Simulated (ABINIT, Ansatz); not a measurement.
# Quasiparticle gap of BaAlGeH (P3m1) in ABINIT, part 2 of 2

Aim: the G0W0 gap of BaAlGeH (P3m1) on PBEsol, step by step.

ABINIT 10.8.3; PBEsol and many-body steps on it, plane waves. Known limits of the many-body steps: not at the basis limit; mesh may overstate the screening; no spin-orbit coupling; coarse k mesh.

So far. Step 2 (Ground state): The gap is indirect, with the least direct gap 0.52 eV higher. Step 3 (Empty states on the mesh, 3×3×2 mesh, 63 bands): On this mesh the gap is 1.132 eV. The earlier step found 0.787 eV, so this mesh misses an edge.

## 4. Screening, 3×3×2 mesh, 59 bands, screening to 98 eV

The RPA dielectric matrix is built and inverted for each q.

This step: RPA screening on PBEsol, plane waves, norm-conserving pseudopotentials.

Input file run.abi:

```
acell 3*1.0 Angstrom
rprim 
  4.344840000012 -0.000000000003 0.000000000000
  -2.172420000004 3.762741815391 0.000000000000
  0.000000000000 0.000000000000 5.216060000000
ntypat 4
znucl 56 13 32 1
natom 4
typat 1 2 3 4
xred 
  0.000000000000 0.000000000000 0.000000000000
  0.666666666667 0.333333333333 0.539500000000
  0.333333333333 0.666666666667 0.455100000000
  0.666666666667 0.333333333333 0.870300000000
pp_dirpath "pseudos"
pseudos "Ba.upf, Al.upf, Ge.upf, H.upf"
ecut 56
ngkpt 3 3 2
nshiftk 1
shiftk 0 0 0
kptopt 1
chksymbreak 0
istwfk *1
occopt 1
irdwfk 1
optdriver 3
nband 59
ecuteps 3.6
inclvkb 2
awtr 1
symchi 1
indata_prefix "in"
outdata_prefix "out"
tmpdata_prefix "tmp"
```

Run with:

```sh
OMP_NUM_THREADS=1 mpirun -n 4 abinit run.abi > log
```

Numbers of over 12 decimals in the logs are rounded to 6 here.

Log:

```text
.Version 10.8.3 of ABINIT. v10.8.2 released Aug 2026.

 Symmetries : space group P3 m 1 (#156); Bravais hP (primitive hexag.)
[... echo of the input left out ...]
== DATASET  1 ==================================================================
-   mpi_nproc: 4, omp_nthreads: 1 (-1 if OMP is not activated)

--- !DatasetInfo
iteration_state: {dtset: 1, }
dimensions: {natom: 4, nkpt: 6, mband: 59, nsppol: 1, nspinor: 1, nspden: 1, mpw: 11532, }
cutoff_energies: {ecut:  56.0, pawecutdg:  -1.0, }
electrons: {nelect:   3.60000000E+01, charge:   0.00000000E+00, occopt:   1.00000000E+00, tsmear:   1.00000000E-02, }

 SCREENING: Calculation of the susceptibility and dielectric matrices

 Based on a program developped by R.W. Godby, V. Olevano, G. Onida, and L. Reining.
 Incorporated in ABINIT by V. Olevano, G.-M. Rignanese, and M. Torrent.
.Using double precision arithmetic ; gwpc =  8

[... cell and pseudopotentials left out ...]
--------------------------------------------------------------------------------

 ==== K-mesh for the wavefunctions ====
 Number of points in the irreducible wedge :     6
[... list of points left out ...]
 Together with  6 symmetry operations and time-reversal symmetry
 yields    18 points in the full Brillouin Zone.

 ==== Q-mesh for the screening function ====
 Number of points in the irreducible wedge :     6
[... list of points left out ...]
 Together with  6 symmetry operations and time-reversal symmetry
 yields    18 points in the full Brillouin Zone.

 setmesh: FFT mesh size selected  =    30x   30x   45
          total number of points  =        40500

 vcoul_init : cutoff-mode = AUXILIARY_FUNCTION
 q-points for optical limit:   1
     1)      0.000010    0.000020    0.000030

- screening: taking advantage of time-reversal symmetry
- Maximum band index for partially occupied states nbvw = 18
- Remaining bands to be divided among processors   nbcw = 41
- Number of bands treated by each node ~10

 Number of electrons calculated from density =   36.0000; Expected =   36.0000
 average of density, n =  0.062558
 r_s =    1.5627
 omega_plasma =   24.1267 [eV]

 calculating chi0 at frequencies [eV] :
  1    0.000000E+00    0.000000E+00
  2    0.000000E+00    2.412671E+01

--------------------------------------------------------------------------------
  q-point number  1        q = ( 0.000000, 0.000000, 0.000000) [r.l.u.]
--------------------------------------------------------------------------------
[... chi0 elements left out ...]
 For q-point:  0.000010 0.000020 0.000030
  dielectric constant =  25.8098
  dielectric constant without local fields =  29.0131

  Average fulfillment of the sum rule on Im[epsilon] for q-point    1 :     36.76  [%]
[... wings left out ...]
  q-point number  2        q = ( 0.333333, 0.000000, 0.000000) [r.l.u.]
--------------------------------------------------------------------------------
[... chi0 elements left out ...]
  Average fulfillment of the sum rule on Im[epsilon] for q-point    2 :     43.93  [%]

 [... 4 further q-points ...]
```

Wall time 14 s (4 MPI ranks of AMD EPYC 7R13 (Zen 3), shared host); peak memory 1 GiB.

This step gave:

```
ε∞ with local fields, on this mesh, along the program's q direction : 25.81
the same without local fields                                       : 29.01
plasma frequency                                                    : 24.13 eV
plane waves in the screening matrix                                 : 201
```

Local fields lower ε∞ by 11 %. On a Γ-centred mesh this coarse the value itself is usually too large, while a short band sum pulls it down.

## 5. Self-energy, 3×3×2 mesh, 59 bands, screening to 98 eV

The self-energy is evaluated for the states that the input lists, and the levels follow from it, in one-shot runs by the linearised quasiparticle equation.

This step: G0W0 on PBEsol, plane waves, norm-conserving pseudopotentials.

Changes to run.abi since step 4:

```diff
@@ -25,8 +25,17 @@
 irdwfk 1
-optdriver 3
+optdriver 4
 nband 59
+gwcalctyp 0
+ecutsigx 56
+symsigma 1
+nkptgw 2
+kptgw 
+  0.0000000000 0.0000000000 0.5000000000
+  0.0000000000 0.0000000000 0.0000000000
+bdgw 
+  16 21
+  17 21
 ecuteps 3.6
-inclvkb 2
-awtr 1
-symchi 1
+irdscr 1
+ppmodel 1
 indata_prefix "in"
```

Log:

```text
.Version 10.8.3 of ABINIT. v10.8.2 released Aug 2026.

 Symmetries : space group P3 m 1 (#156); Bravais hP (primitive hexag.)
[... echo of the input left out ...]
== DATASET  1 ==================================================================
-   mpi_nproc: 4, omp_nthreads: 1 (-1 if OMP is not activated)

--- !DatasetInfo
iteration_state: {dtset: 1, }
dimensions: {natom: 4, nkpt: 6, mband: 59, nsppol: 1, nspinor: 1, nspden: 1, mpw: 11532, }
cutoff_energies: {ecut:  56.0, pawecutdg:  -1.0, }
electrons: {nelect:   3.60000000E+01, charge:   0.00000000E+00, occopt:   1.00000000E+00, tsmear:   1.00000000E-02, }

 SIGMA: Calculation of the GW corrections

 Based on a program developped by R.W. Godby, V. Olevano, G. Onida, and L. Reining.
 Incorporated in ABINIT by V. Olevano, G.-M. Rignanese, and M. Torrent.
.Using double precision arithmetic ; gwpc =  8

[... cell and pseudopotentials left out ...]
--------------------------------------------------------------------------------

 ==== K-mesh for the wavefunctions ====
 Number of points in the irreducible wedge :     6
[... list of points left out ...]
 Together with  6 symmetry operations and time-reversal symmetry
 yields    18 points in the full Brillouin Zone.

 ==== Q-mesh for screening function ====
 Number of points in the irreducible wedge :     6
[... list of points left out ...]
 Together with  6 symmetry operations and time-reversal symmetry
 yields    18 points in the full Brillouin Zone.

 vcoul_init : cutoff-mode = AUXILIARY_FUNCTION
 q-points for optical limit:   1
     1)      0.000010    0.000020    0.000030
 setmesh: FFT mesh size selected  =    48x   48x   72
          total number of points  =       165888

 Number of electrons calculated from density =   36.0000; Expected =   36.0000
 average of density, n =  0.062558
 r_s =    1.5627
 omega_plasma =   24.1267 [eV]

 === KS Band Gaps ===
  >>>> For spin  1
   Minimum direct gap =   1.3497 [eV], located at k-point      :   0.0000  0.0000  0.5000
   Fundamental gap    =   1.1320 [eV], Top of valence bands at :   0.0000  0.0000  0.5000
                                       Bottom of conduction at :   0.0000  0.0000  0.0000
 SIGMA fundamental parameters:
 PLASMON POLE MODEL  1
 number of plane-waves for SigmaX                11523
 number of plane-waves for SigmaC and W            201
 number of plane-waves for wavefunctions         11523
 number of bands                                    59
 number of independent spin polarizations            1
 number of spinorial components                      1
 number of k-points in IBZ                           6
 number of q-points in IBZ                           6
 number of symmetry operations                       6
 number of k-points in BZ                           18
 number of q-points in BZ                           18
 number of frequencies for dSigma/dE                 9
 frequency step for dSigma/dE [eV]                0.25
 number of omega for Sigma on real axis              0
 max omega for Sigma on real axis  [eV]           0.00
 zcut for avoiding poles [eV]                     0.10

 EPSILON^-1 parameters (SCR file):
 dimension of the eps^-1 matrix on file            201
 dimension of the eps^-1 matrix used               201
 number of plane-waves for wavefunctions         11523
 number of bands                                    59
 number of q-points in IBZ                           6
 number of frequencies                               2
 number of real frequencies                          1
 number of imag frequencies                          1

 matrix elements of self-energy operator (all in [eV])

 Perturbative Calculation

--- !SelfEnergy_ee
iteration_state: {dtset: 1, }
kpoint     : [   0.000,    0.000,    0.500, ]
spin       : 1
KS_gap     :    1.350
QP_gap     :    1.797
Delta_QP_KS:    0.448
data: !SigmaeeData |
     Band     E0 <VxcDFT>   SigX SigC(E0)      Z dSigC/dE  Sig(E)    E-E0       E
       16   5.840 -11.468 -12.932   1.619   0.780  -0.281 -11.347   0.120   5.961
       17   5.840 -11.468 -12.932   1.619   0.780  -0.281 -11.347   0.120   5.961
       18   5.885 -10.816 -12.000   1.361   0.778  -0.286 -10.678   0.138   6.023
       19   7.235 -10.942  -6.831  -3.364   0.783  -0.277 -10.357   0.585   7.821
       20   7.820  -9.640  -5.449  -3.510   0.791  -0.264  -9.101   0.539   8.359
       21   7.820  -9.640  -5.449  -3.510   0.791  -0.264  -9.101   0.539   8.359

--- !SelfEnergy_ee
iteration_state: {dtset: 1, }
kpoint     : [   0.000,    0.000,    0.000, ]
spin       : 1
KS_gap     :    1.553
QP_gap     :    1.932
Delta_QP_KS:    0.379
data: !SigmaeeData |
     Band     E0 <VxcDFT>   SigX SigC(E0)      Z dSigC/dE  Sig(E)    E-E0       E
       17   5.464 -10.985 -12.398   1.544   0.780  -0.282 -10.883   0.103   5.567
       18   5.464 -10.985 -12.398   1.544   0.780  -0.282 -10.883   0.103   5.567
       19   7.017 -10.278  -6.345  -3.319   0.784  -0.275  -9.796   0.482   7.499
       20   9.188 -10.155  -5.636  -3.717   0.786  -0.273  -9.525   0.630   9.818
       21   9.188 -10.155  -5.636  -3.717   0.786  -0.273  -9.525   0.630   9.818

== END DATASET(S) ==============================================================
================================================================================

 -outvars: echo values of variables after computation  --------
           etotal      0.0000000000E+00
            nband          59
             nkpt           6
          spgroup         156
 [... the other variables as echoed above ...]

 Calculation completed.
```

It took 8.2 s on 4 MPI ranks; peak memory 1 GiB.

This step gave:

```yaml
g0w0_gap_on_the_points_computed: 1.476 eV
starting_gap_on_the_mesh: 1.132 eV
k_of_the_valence_top: 0, 0, 0.5
k_of_the_conduction_bottom: 0, 0, 0
z_at_the_valence_top: 0.778
z_at_the_conduction_bottom: 0.784
least_direct_g0w0_gap_on_the_computed_points: 1.798 eV
```

The gap on the mesh goes from 1.13 eV to 1.48 eV, a correction of +0.34 eV. The start differs from the 0.79 eV found before because the two sample other k points.

Limits: finite bands, cutoff and mesh; no spin-orbit coupling; coarse k mesh. v1 is the top filled band, c1 the lowest empty one. The levels before and after the correction (eV, zero at the valence-band top of each column):

```csv
,conduction bottom,valence top
Kohn-Sham,1.13,0.00
G0W0,1.48,0.00
```

```csv
,level,energy (eV)
Kohn-Sham,(0 0 0.5) v3-v2,-0.045
Kohn-Sham,(0 0 0.5) v1,0.000
Kohn-Sham,(0 0 0.5) c1,1.350
Kohn-Sham,(0 0 0.5) c2-c3,1.935
Kohn-Sham,Γ v2-v1,-0.422
Kohn-Sham,Γ c1,1.132
Kohn-Sham,Γ c2-c3,3.302
G0W0,(0 0 0.5) v3-v2,-0.062
G0W0,(0 0 0.5) v1,0.000
G0W0,(0 0 0.5) c1,1.798
G0W0,(0 0 0.5) c2-c3,2.336
G0W0,Γ v2-v1,-0.456
G0W0,Γ c1,1.476
G0W0,Γ c2-c3,3.795
```

## 6. Where the time went

Times are wall times on 4 MPI ranks of AMD EPYC 7R13 (Zen 3), shared host, good to a factor of about two.

```csv
step,time,share,memory (GiB)
ground state,64 s,53 %,0.63
empty states on the mesh,35 s,29 %,0.46
screening,14 s,11 %,1.0
self-energy,8.2 s,7 %,1.0
```

## 7. Results

```yaml
pbesol_gap: 0.79 eV, indirect
g0w0_gap_on_the_mesh: 1.48 eV
g0w0_gap_over_the_zone_rigid_shift: 1.13 eV
gw_settings: 3×3×2 mesh, 59 bands, screening to 98 eV, Godby-Needs plasmon pole
known_limits: not at the basis limit; mesh may overstate the screening; no spin-orbit coupling; coarse k mesh
```

G0W0 moves the gap on the mesh from 1.13 eV to 1.48 eV (+0.34 eV), with Z of 0.78 and 0.78 at the edges. The mesh misses the band edges by 0.35 eV in all; a rigid shift gives 1.13 eV for the zone. Local fields lower the RPA ε∞ on this mesh from 29.01 to 25.81; a Γ-centred mesh this coarse tends to raise both, most where the direct gap is narrow, while a short band sum lowers them. Only 2 of the mesh's irreducible points were corrected, so a valley elsewhere could overtake. The dearest step here is «ground state». Bands and cutoff are finite, so the gap is not at the basis limit. The miss can reach some tenths of an eV and take either sign; the mesh is an error of its own. In the G0W0 run levels were corrected at 2 k points alone, so a gap called «on the mesh» is the least over those, and an edge elsewhere would be missed. A denser mesh or path gives a starting gap of 0.79 eV: the GW mesh misses a band edge, so its gaps are not the fundamental one. The 3×3×2 mesh is coarse for this cell, which bears on the long-range parts of exchange and screening. The RPA ε∞ on this mesh reaches over 25; with a narrow direct gap a coarse mesh can overstate it, and the correction is then too small. The many-body steps are scalar-relativistic: spin-orbit coupling is not in them.

[Paths, hosts, dates, memory and timing lines, banners, echoed tables and standing remarks are left out of the program output.]

[Logs are printed without paths, hosts, clocks, repeated set-up lines and the standing remarks that a program may print on its own settings, such as how far it seeks lower states.]

[Runs of the session that timed out or met a known fault of the program may be left out.]

[Hosts, paths, dates, database ids (printed as entryN), source tags and the programs' standing remarks are cut or masked in the printed files.]

[G0W0 gaps are taken among the corrected bands and points alone; a level outside them can change the order at an edge.]

[Where Ansatz stands beside ABINIT at settings called matched, ABINIT's density can come from a denser mesh and the files from another edition; pairs whose starting gaps differed by over 0.03 eV were left out, so agreement reads better than it is.]
